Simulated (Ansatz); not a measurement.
# KSrCl3: complex band structure, part 3 of 3

Wanted: the relaxed cell of KSrCl3, its band edges and its decay constants. It is built by putting Sr for Pb, K for Cs in the CsPbCl3 structure of space group Pm-3m, with the volume rescaled by atomic radii. The parent structure comes from the Materials Project.

Ansatz 0.2.0; PBE DFT, plane waves, PAW files (the session's first sound run).

So far, gap on the k-mesh (eV): step 3 (band edges, PBE) 4.44; step 5 (LDA) 4.07.

The structure was built from a prototype and need not be the compound's stable phase.

**7. A check of the settings: scf.lower_state_search = "off"**

This step: PBE DFT, plane waves, PAW files; complex bands by layer matching along the plane's normal; changed: scf.lower_state_search = "off" (Ansatz 0.2.0).

This run repeats an earlier one, its twin (the complex run, plane (001)), with one setting changed (scf.lower_state_search; files written aside). It is meant to test how the run responds. Where the input is shown as a difference, that is against the step before, not the twin.

The input, input.yaml:

```yaml
crystal:
  lattice:
    - [5.677365936, 0.0, 0.0]
    - [0.0, 5.677365936, 0.0]
    - [0.0, 0.0, 5.677365936]
  atoms:
    - { symbol: K, position: [0.0, 0.0, 0.0] }
    - { symbol: Sr, position: [0.5, 0.5, 0.5] }
    - { symbol: Cl, position: [0.0, 0.5, 0.5] }
    - { symbol: Cl, position: [0.5, 0.0, 0.5] }
    - { symbol: Cl, position: [0.5, 0.5, 0.0] }
kpoints:
  mp_grid: { grid: [4, 4, 4] }
scf:
  occupations: { method: fixed }
  lower_state_search: "off"
hamiltonian:
  xc: pbe
output:
  eigenvalues: true
  transmission:
    leads: [[0, 0]]
    kpoints: [[0.0, 0.0], [-0.5, -0.5]]
    e_range: [-1.0, 5.44]
    de: 0.11
```

Started as:

```
> ansatz run input.yaml --threads 2 --pin off --max-ram 4096MiB --backend cpu --events-out ev --progress --plain --runs-dir out
```

Numbers of over 12 decimals in the logs are rounded to 6 here.

What it wrote:

```text
[...]
Crystal: 5 atoms, lattice volume = 182.996 Å³
Basis set: ecut = 420 eV, 3695 PW (Γ)
Bands: 25, of which v1, the nominal top of the filled ones, is band 20 counted from 1 (19 counted from 0)
Symmetry: 48 space group operations
[...]
k-points: 10 of 64
[...]
SCF iter   1: F=—  HF=-8331.537962 eV  |F-HF|=—  |Δ(HF+E_count)|=         —  Δρ=2.67e-4  dr2=1.10e-4  ethr=1.77e-3  ⟨swp⟩=6.1  Hψ=1230  notcnv=0  defer=24
[...]
SCF iter   6: F=-8331.538750 eV  HF=-8331.538750 eV  |F-HF|=1.21e-9  |Δ(HF+E_count)|=   6.86e-9  Δρ=7.25e-7  dr2=5.45e-10  ethr=2.72e-11  ⟨swp⟩=10.8  Hψ=1391  notcnv=0
SCF 1 converged in 6 iterations: F = -8331.538750 eV  dr2 = 5.45e-10
[...]
transmission: 10 of 20 steps passed
transmission: 20 of 20 steps passed
SCF converged after 6 iterations
Free energy (F): -8331.538750 eV
[...]
Internal energy: -8331.538750 eV  (E = F + TS)
E sigma→0 (E₀):  -8331.538750 eV
Fermi energy:    0.524357 eV
[...]
--- Band table (eV; the first three rows and the last of 10) ---
  k-point 0: bands = [... 16 lower, 0.1293, 0.2993, 0.2993, 0.2993, 4.9645, 6.6229, 6.6229, 6.6229, ... 1 higher]
  k-point 1: bands = [... 16 lower, 0.0352, 0.0832, 0.2592, 0.2592, 5.4945, 6.7248, 7.0869, 7.0869, ... 1 higher]
  k-point 2: bands = [... 16 lower, -0.1181, 0.0386, 0.2406, 0.2406, 6.5107, 6.8322, 6.8457, 7.7268, ... 1 higher]
  k-point 9: bands = [... 16 lower, -0.7346, 0.5244, 0.5244, 0.5244, 6.5447, 7.7820, 7.7820, 7.7820, ... 1 higher]
--- Transmission ---
  basis      : 293 plane waves across, 10 finite elements along
  points     : 2, as listed
[...]
crystal 0  : K1Cl3Sr1, at the sites [0, 0], period 5.6774 Å: whole cells are its period
[...]
channels       : 0.000000e0 a spin
[...]
slowest decay  : 0.3422 /Å at (0.0000, 0.0000)
```

Elapsed: 71 s, on 2 threads of Arm Neoverse V2, shared host; peak memory 0.89 GiB.

Numbers from this step:

* free energy: -8331.5388 eV
* Fermi energy: 0.5244 eV
* gap on the k-mesh: 4.440 eV
* level to which the leads are filled: 2.220 eV from the Fermi level
* decay constant at the filling level, zone centre: 0.3422 Å⁻¹
* decay constant at the filling level, slowest listed point: 0.3422 Å⁻¹

K parallel (0, 0); values up to 1.5 1/Å, a degenerate pair printed once or twice; energies at which all values exceed this have no row. The Im kz of the slowest decaying states by energy, zero at the highest filled level on the SCF mesh:

```
energy (eV)  decay 1 (Å⁻¹)  decay 2 (Å⁻¹)  decay 3 (Å⁻¹)  decay 4 (Å⁻¹)
      -1.00          0.135          0.282          0.596           1.13
      -0.78          0.142          0.317          0.495           1.12
      -0.45          0.442          0.836           1.10           1.28
      -0.23          0.378          0.487          0.692           1.08
      -0.01          0.160          0.331          0.492          0.516
       0.32          0.233          0.439          0.543          0.572
       0.54          0.262          0.479          0.554          0.603
       0.76          0.284          0.507          0.560          0.624
       1.09          0.308          0.534          0.562          0.645
       1.31          0.320          0.545          0.560          0.653
       1.53          0.329          0.553          0.556          0.658
       1.86          0.338          0.545          0.558          0.661
       2.08          0.341          0.536          0.558          0.660
       2.30          0.343          0.525          0.556          0.658
       2.52          0.342          0.512          0.551          0.654
       2.85          0.336          0.490          0.541          0.645
       3.07          0.328          0.474          0.533          0.637
       3.29          0.316          0.458          0.522          0.628
       3.62          0.285          0.435          0.503          0.612
       3.84          0.254          0.421          0.488          0.600
       4.06          0.210          0.408          0.470          0.586
       4.39         0.0798          0.391          0.441          0.563
       4.61          0.381          0.418          0.546          0.687
       4.83          0.370          0.392          0.527          0.661
       5.16          0.345          0.354          0.495          0.620
       5.38          0.307          0.343          0.471          0.578
```

K parallel (-0.5, -0.5); values up to 1.5 1/Å, a degenerate pair printed once or twice; energies at which all values exceed this have no row. Im kz of the slowest decaying states against energy, zero at the highest filled level on the SCF mesh:

```
energy (eV)  decay 1 (Å⁻¹)  decay 2 (Å⁻¹)  decay 3 (Å⁻¹)  decay 4 (Å⁻¹)
      -1.00          0.496          0.896          0.944           1.13
      -0.78          0.583          0.932           1.03           1.10
      -0.45          0.168          0.652          0.964           1.01
      -0.23          0.226          0.679          0.871          0.976
      -0.01          0.214          0.264          0.698          0.984
       0.32          0.304          0.353          0.717          0.894
       0.54          0.323          0.458          0.724          0.915
       0.76          0.339          0.550          0.728          0.863
       1.09          0.357          0.725          0.730          0.981
       1.31          0.367          0.728          0.733          0.975
       1.53          0.374          0.724          0.737          0.968
       1.86          0.383          0.716          0.739          0.954
       2.08          0.387          0.708          0.738          0.944
       2.30          0.390          0.698          0.736          0.932
       2.52          0.392          0.688          0.731          0.920
       2.85          0.393          0.668          0.723          0.899
       3.07          0.393          0.654          0.715          0.884
       3.29          0.392          0.638          0.707          0.868
       3.62          0.388          0.610          0.692          0.842
       3.84          0.385          0.589          0.681          0.823
       4.06          0.381          0.566          0.668          0.804
       4.39          0.374          0.528          0.647          0.771
       4.61          0.367          0.498          0.632          0.748
       4.83          0.360          0.465          0.615          0.724
       5.16          0.348          0.406          0.586          0.683
       5.38          0.339          0.357          0.565          0.654
```

The energy agrees with the twin's within 2e-6 eV and the result to the printed digits, after as many cycles: the change makes no difference here.

**8. The same cell, other settings: scf.mixing.algorithm = "anderson" and scf.mixing.beta = 0.5**

This step: PBE DFT, plane waves, PAW files; complex bands by layer matching along the plane's normal; changed: scf.mixing.algorithm = "anderson", scf.mixing.beta = 0.5 (Ansatz 0.2.0).

This run repeats an earlier one, its twin (the complex run, plane (001)), with two settings changed (scf.mixing.algorithm, scf.mixing.beta; files written aside). It is meant to test whether the numerical route changes the result or only the time. Where the input is shown as a difference, that is against the step before, not the twin.

Edit input.yaml of step 7 so:

```diff
@@ -15,3 +15,3 @@
   occupations: { method: fixed }
-  lower_state_search: "off"
+  mixing: { algorithm: anderson, beta: 0.5 }
 hamiltonian:
```

What it wrote:

```text
[...]
Crystal: 5 atoms, lattice volume = 182.996 Å³
Basis set: ecut = 420 eV, 3695 PW (Γ)
Bands: 25, of which v1, the nominal top of the filled ones, is band 20 counted from 1 (19 counted from 0)
Symmetry: 48 space group operations
[...]
k-points: 10 of 64
[...]
SCF iter   1: F=—  HF=-8331.537962 eV  |F-HF|=—  |Δ(HF+E_count)|=         —  Δρ=2.67e-4  dr2=1.10e-4  ethr=1.77e-3  ⟨swp⟩=6.1  Hψ=1230  notcnv=0  defer=24
[...]
SCF iter   5: F=-8331.538750 eV  HF=-8331.538750 eV  |F-HF|=2.47e-8  |Δ(HF+E_count)|=   1.09e-6  Δρ=3.41e-6  dr2=1.14e-8  ethr=2.50e-10  ⟨swp⟩=12.8  Hψ=1350  notcnv=0
SCF 1 converged in 5 iterations: F = -8331.538750 eV  dr2 = 1.14e-8
[...]
transmission: 10 of 20 steps passed
transmission: 20 of 20 steps passed
SCF converged after 5 iterations
Stability not checked: this state was not tested for a lower state beside it, because the mixer in use, unlike msr1, does not test its closes by its own steps (another_mixer; see scf.mixing.algorithm and scf.lower_state_search)
Free energy (F): -8331.538750 eV
[...]
Internal energy: -8331.538750 eV  (E = F + TS)
E sigma→0 (E₀):  -8331.538750 eV
Fermi energy:    0.524320 eV
[...]
--- Band table (eV; the first three rows and the last of 10) ---
  k-point 0: bands = [... 16 lower, 0.1293, 0.2993, 0.2993, 0.2993, 4.9645, 6.6229, 6.6229, 6.6229, ... 1 higher]
  k-point 1: bands = [... 16 lower, 0.0351, 0.0832, 0.2591, 0.2591, 5.4945, 6.7247, 7.0868, 7.0868, ... 1 higher]
  k-point 2: bands = [... 16 lower, -0.1182, 0.0385, 0.2406, 0.2406, 6.5107, 6.8322, 6.8457, 7.7268, ... 1 higher]
  k-point 9: bands = [... 16 lower, -0.7346, 0.5243, 0.5243, 0.5243, 6.5447, 7.7819, 7.7819, 7.7819, ... 1 higher]
--- Transmission ---
  basis      : 293 plane waves across, 10 finite elements along
  points     : 2, as listed
[...]
crystal 0  : K1Cl3Sr1, at the sites [0, 0], period 5.6774 Å: whole cells are its period
[...]
channels       : 0.000000e0 a spin
[...]
slowest decay  : 0.3422 /Å at (0.0000, 0.0000)
```

Run time: 71 s. Hardware: 2 threads; peak memory 0.89 GiB.

Numbers from this step:

| Item | Value |
| --- | --- |
| Fermi energy | 0.5243 eV |

K parallel (0, 0); values up to 1.5 1/Å, a degenerate pair printed once or twice; energies at which all values exceed this have no row. The Im kz of the slowest decaying states by energy, zero at the highest filled level on the SCF mesh:

(Unchanged from step 7.)

K parallel (-0.5, -0.5); values up to 1.5 1/Å, a degenerate pair printed once or twice; energies at which all values exceed this have no row. Table of Im kz of the slowest decaying states by energy, zero at the highest filled level on the SCF mesh:

```
energy (eV)  decay 1 (Å⁻¹)  decay 2 (Å⁻¹)  decay 3 (Å⁻¹)  decay 4 (Å⁻¹)
     -1.000          0.496          0.896          0.944           1.13
     -0.450          0.168          0.652          0.963           1.01
     -0.010          0.214          0.264          0.698          0.984
      0.540          0.323          0.458          0.724          0.915
      0.980          0.352          0.666          0.730          0.775
      1.530          0.374          0.724          0.737          0.968
      1.970          0.385          0.712          0.739          0.949
      2.520          0.392          0.688          0.731          0.920
      2.960          0.393          0.661          0.719          0.892
      3.510          0.390          0.620          0.697          0.851
      3.950          0.383          0.578          0.674          0.814
      4.500          0.371          0.513          0.639          0.760
      5.050          0.353          0.427          0.596          0.697
```

The least decay constant is 0.342 Å⁻¹ against 0.342 Å⁻¹ in the twin: no change within 1 %.

**9. Results**

| Quantity | Value |
| --- | --- |
| band gap | 4.44 eV |
| least decay constant at mid-gap, normal to (001) | 0.342 Å⁻¹ |
| least decay constant, LDA | 0.325 Å⁻¹ |

With PBE, the slowest decay at the wavevectors tried is κ = 0.342 Å⁻¹, normal to (001). Through such a film the transmission near mid-gap falls as exp(−2κd), a factor of ten every 3.4 Å. A free electron under a barrier of half the gap would need a mass of 0.20 mₑ to decay at this rate. With LDA the gap goes from 4.44 to 4.07 eV and the decay constant, over the first 2 listed wavevectors, from 0.342 to 0.325 Å⁻¹. The compound is made up by substitution; its stability against other phases and against distortions of the cell's symmetry was not tested. A semilocal functional narrows gaps, so real decay constants are likely larger.

[Logs are printed without paths, hosts, clocks, repeated set-up lines and the standing remarks that a program may print on its own settings, such as how far it seeks lower states.]

[Hosts, paths, dates, database ids (printed as entryN), source tags and the programs' standing remarks are cut or masked in the printed files.]
